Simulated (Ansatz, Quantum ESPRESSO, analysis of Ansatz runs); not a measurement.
# How often does Cd try the jump in Li2CdCl4 (Imma)?, part 2 of 2

Aim: the prefactor of a hop in Li2CdCl4 (Imma) (V_Cd hop (3.8 Å), charge −2) from the modes of the moving atom at the start and at the top of a path found beforehand. Model: a cell of 56 host atoms with 1 Cd taken out.

Ansatz 0.2.0; plane-wave PAW DFT, PBEsol; finite-difference force constants of the moving atom alone.

So far. Step 2 (Vibrations of the moving atom at the start point): The three modes are 107, 118 and 127 cm⁻¹: all real, a minimum for this atom with the others held.

## 3. Vibrations of the moving atom at the top of the path

The same at the top, where the mode along the path should be imaginary.

Input file qm2.top.modes/input.yaml:

```yaml
crystal:
  lattice:
    - [0.0, 7.62069338, 10.46883164]
    - [7.38023042, 0.0, 10.46883164]
    - [7.38023042, 7.62069338, 0.0]
  atoms:
    - { symbol: Li, position: [0.19282653, 0.45292169, 0.04727299] }
    - { symbol: Li, position: [0.45528789, 0.68772626, 0.29014852] }
[... 1 atom line left out ...]
    - { symbol: Li, position: [0.93306601, 0.20999769, 0.81259829] }
    - { symbol: Li, position: [0.12268702, 0.63155457, 0.63874151] }
[... 6 atom lines left out ...]
    - { symbol: Li, position: [0.89285466, 0.86139557, 0.86877327] }
[... 1 atom line left out ...]
    - { symbol: Li, position: [0.31372502, 0.06024768, 0.4398534] }
[... 2 atom lines left out ...]
    - { symbol: Cd, position: [0.11555662, -0.06407725, 0.56409285] }
[... 9 atom lines left out ...]
    - { symbol: Cl, position: [0.90441188, 0.87470662, 0.62554236] }
    - { symbol: Cl, position: [0.2736384, 0.71379501, 0.48623635] }
[... 3 atom lines left out ...]
    - { symbol: Cl, position: [0.11480415, 0.63456223, 0.86565132] }
[... 6 atom lines left out ...]
    - { symbol: Cl, position: [0.9731488, 1.01442717, 0.78587104] }
[... 5 atom lines left out ...]
    - { symbol: Cl, position: [0.35412088, 0.87529705, 0.62478233] }
[... 6 atom lines left out ...]
    - { symbol: Cl, position: [0.12023536, 0.12752602, 0.3724702] }
[... 2 atom lines left out ...]
    - { symbol: Cl, position: [0.86226732, 0.88060907, 0.12331612] }
  symmetry: { detect: false }
total_charge: -2
basis:
  ecutwfc: 420
  xc_grid: 2
hamiltonian:
  xc: pbesol
kpoints:
  mp_grid: { grid: [1, 1, 1], shift: [0.25, 0.25, 0.25] }
scf:
  occupations: { method: fixed }
  max_iter: 150
phonons:
  supercell: [1, 1, 1]
  displaced_sites: [16]
  amplitude: 0.02
```

Launch:

```bash
$ ansatz run input.yaml --threads 16 --pin off --max-ram 26378MiB --backend cpu --events-out ev --progress --plain --runs-dir out
```

The program printed:

```text
[...]
Crystal: 55 atoms, lattice volume = 1177.586 Å³
Basis set: ecut = 420 eV, 23051 PW (Γ), exchange–correlation on 180×180×144 points (8 copies of the dense FFT grid, shifted against one another)
Bands: 262, of which v1, the nominal top of the filled ones, is band 207 counted from 1 (206 counted from 0)
Symmetry: 1 space group operations
k-points: 1
[...]
SCF iter   1: F=—  HF=-94557.177449 eV  |F-HF|=—  |Δ(HF+E_count)|=         —  Δρ=1.54e-2  dr2=3.32e0  ethr=1.77e-3  ⟨swp⟩=5.0  Hψ=834  notcnv=0  defer=53
[...]
SCF iter  11: F=-94556.033046 eV  HF=-94556.033046 eV  |F-HF|=3.35e-10  |Δ(HF+E_count)|=    0.00e0  Δρ=1.21e-7  dr2=2.07e-10  ethr=1.00e-12  ⟨swp⟩=21.0  Hψ=1769  notcnv=0
SCF 1 converged in 11 iterations: F = -94556.033046 eV  dr2 = 2.07e-10
[...]
SCF iter   9: F=-94556.030428 eV  HF=-94556.030428 eV  |F-HF|=2.91e-11  |Δ(HF+E_count)|=  2.04e-10  Δρ=3.03e-8  dr2=1.42e-11  ethr=1.00e-12  ⟨swp⟩=4.0  Hψ=800  notcnv=0
SCF 2 converged in 9 iterations: F = -94556.030428 eV  dr2 = 1.42e-11
[...]
SCF iter   5: F=-94556.030427 eV  HF=-94556.030427 eV  |F-HF|=5.82e-11  |Δ(HF+E_count)|=  4.66e-10  Δρ=9.33e-8  dr2=9.84e-11  ethr=1.00e-12  ⟨swp⟩=4.0  Hψ=810  notcnv=0
SCF 3 converged in 5 iterations: F = -94556.030427 eV  dr2 = 9.84e-11
[...]
SCF iter   9: F=-94556.032863 eV  HF=-94556.032863 eV  |F-HF|=1.46e-11  |Δ(HF+E_count)|=  2.91e-10  Δρ=3.72e-8  dr2=2.05e-11  ethr=1.00e-12  ⟨swp⟩=4.0  Hψ=806  notcnv=0
SCF 4 converged in 9 iterations: F = -94556.032863 eV  dr2 = 2.05e-11
[...]
SCF iter   6: F=-94556.032477 eV  HF=-94556.032477 eV  |F-HF|=2.91e-11  |Δ(HF+E_count)|=  2.91e-11  Δρ=4.49e-8  dr2=2.24e-11  ethr=1.00e-12  ⟨swp⟩=4.0  Hψ=786  notcnv=0
SCF 5 converged in 6 iterations: F = -94556.032477 eV  dr2 = 2.24e-11
[...]
SCF iter   9: F=-94556.032122 eV  HF=-94556.032122 eV  |F-HF|=0.00e0  |Δ(HF+E_count)|=  1.75e-10  Δρ=3.75e-8  dr2=1.82e-11  ethr=1.00e-12  ⟨swp⟩=4.0  Hψ=800  notcnv=0
SCF 6 converged in 9 iterations: F = -94556.032122 eV  dr2 = 1.82e-11
[...]
SCF iter   6: F=-94556.032204 eV  HF=-94556.032204 eV  |F-HF|=4.37e-11  |Δ(HF+E_count)|=  2.91e-11  Δρ=3.34e-8  dr2=1.50e-11  ethr=1.00e-12  ⟨swp⟩=4.0  Hψ=681  notcnv=0
SCF 7 converged in 6 iterations: F = -94556.032204 eV  dr2 = 1.50e-11
SCF converged after 11 iterations
Free energy (F): -94556.033046 eV
[...]
Internal energy: -94556.033046 eV  (E = F + TS)
E sigma→0 (E₀):  -94556.033046 eV
Fermi energy:    2.483970 eV
[...]
--- Forces (eV/Å), atoms counted from 1 ---
  atom   1  Li     0.00007916     0.00619569     0.00015271
  atom   2  Li    -0.00165971    -0.00258656    -0.00185236
  [... 2 atoms left out ...]
  atom   5  Li     0.00186846    -0.00690359     0.00227265
  [... 6 atoms left out ...]
  atom  12  Li    -0.00179756    -0.00694358     0.00283748
  [... 1 atom left out ...]
  atom  14  Li     0.00012045     0.00637754     0.00226866
  [... 2 atoms left out ...]
  atom  17  Cd     0.00003978     0.00939074    -0.00110077
  [... 9 atoms left out ...]
  atom  27  Cl     0.00004007     0.00052342    -0.00882790
  atom  28  Cl     0.00767838    -0.00701285    -0.00057949
  [... 3 atoms left out ...]
  atom  32  Cl    -0.00015805    -0.00042029     0.00303792
  [... 6 atoms left out ...]
  atom  39  Cl    -0.00778983    -0.00666849    -0.00104222
  [... 5 atoms left out ...]
  atom  45  Cl    -0.00007132     0.00489801     0.00003396
  [... 6 atoms left out ...]
  atom  52  Cl    -0.00006109     0.00058928    -0.00068610
  [... 3 atoms left out ...]
  max |Σ_I F_I| component: 5.00e-6 eV/Å
--- Band table (eV) ---
[...]
transpose residual: 7.6e-4 eV/Å²
[...]
frequencies among the named sites at Γ of the cell (cm⁻¹): -18.27 124.73 178.00
  unstable modes among the named sites: 1
  frequencies as built, with no sum rule (cm⁻¹): -18.26 124.73 178.00
  zero-point energy: 0.018767 eV/cell   skipped modes (ω ≤ 0): 1, of them read as no rigid motion or as one in doubt: 1 (1.000e0 modes/cell left out, lowest -18.27 cm⁻¹)
[...]
```

Wall time 15 s (16 threads of Intel Xeon 6975P-C (Granite Rapids), shared host); peak memory 2.2 GiB.

This step gave:

```
free energy                : -94556.0330 eV
frequencies of moving atom : -18.27, 124.7, 178.0 cm⁻¹ (negative: imaginary)
```

The three modes are 18i, 125 and 178 cm⁻¹: one imaginary, a saddle of first order for this atom with the others held.

## 4. Attempt frequency and hop rate

Analysis of the runs above: harmonic transition-state theory from the moving atom's modes alone (Vineyard), PBEsol.

It gives:

```yaml
attempt_frequency: 2.164 THz
```

Table of hop rate by temperature:

```tsv
temperature (K)	hop rate (1/s)
200	220
300	4.7e5
400	2.2e7
600	1.0e9
800	6.9e9
1000	2.2e10
```

## 5. Outcome

```json
{
 "attempt frequency (attempt frequency and hop rate)": "2.16 THz"
}
```

**Reading.** The attempt frequency, the product of the three frequencies at the start over that of the two real ones at the top (Vineyard), is 2.2 THz. With the barrier of 0.40 eV it gives 1.0e+09 hops a second at 600 K along this one path; equivalent neighbouring sites multiply that. The host's atoms were held, though they move along the path too, so the prefactor is rough. Keep in mind: one k-point off the zone centre stands for the whole zone; spin–orbit coupling, which can matter with heavy atoms, is left out.

[Long decimals in the printed logs are rounded to 6 places.]

[Repeated set-up lines and some long k-point lines are left out of the logs, and relaxed atomic positions are cut to six decimals.]

[Logs are printed without paths, hosts, clocks, repeated set-up lines and the standing remarks that a program may print on its own settings, such as how far it seeks lower states.]

[Hosts, paths, dates, database ids (printed as entryN), source tags and the programs' standing remarks are cut or masked in the printed files.]
